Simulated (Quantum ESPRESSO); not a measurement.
# Calculated records

**E(M) of SrMn2As2**

Symmetry: P-3m1, No. 164, trigonal system. Conventional cell: a = 4.076 Å, b = 4.076 Å, c = 7.351 Å, α = 90.00°, β = 90.00°, γ = 120.00°. Sr has 6 As at 3.14 Å nearest. Nearest to Mn lie 4 As at 2.43 to 2.48 Å. As has 4 Mn at 2.43 to 2.48 Å and 3 Sr at 3.14 Å nearest. Farther neighbours are not listed.

```
method                                              : LDA; plane waves with GBRV 1.5 LDA potentials, no spin-orbit coupling (and 1 further level or step)
program                                             : Quantum ESPRESSO 7.5
settings of one run                                 : GBRV 1.5 LDA, cutoff 544.23 eV, 8×8×4 k-mesh, 38 bands, fermi-dirac occupations, smearing width 0.05 eV, collinear spin, SCF threshold 1.00e-8, starting moments 0 3.5 3.5 0 0 μB
cost                                                : 11 runs, 14 min in all on 2 MPI ranks of Intel Xeon 6975P-C (Granite Rapids), shared host (the runs of this entry)
notes                                               : The run is spin-polarised, with a total moment of 5.26 μB a cell (absolute 5.79). All runs start parallel; opposed orders may lie lower.
moment of the free run                              : 5.26 μB a cell
energy at zero total moment                         : 800 meV a cell over the lowest
ΔE/ΔM² from the lowest point to 6.21 and to 4.44 μB : 67 and 67 meV/μB²
```

At zero total moment the site moments vanish, so the 800 meV a cell is the energy of forming them. The points show one minimum alone.

[Logs and program files are shortened in this print: banners, set-up blocks, solver, clock and traceback lines can be left out without a mark of their own.]

[Logs are printed without paths, hosts, clocks, repeated set-up lines and the standing remarks that a program may print on its own settings, such as how far it seeks lower states.]

[Hosts, paths, dates, database ids (printed as entryN), source tags and the programs' standing remarks are cut or masked in the printed files.]

[Where a cell is said to come from a database of computed structures, the database is the Materials Project.]
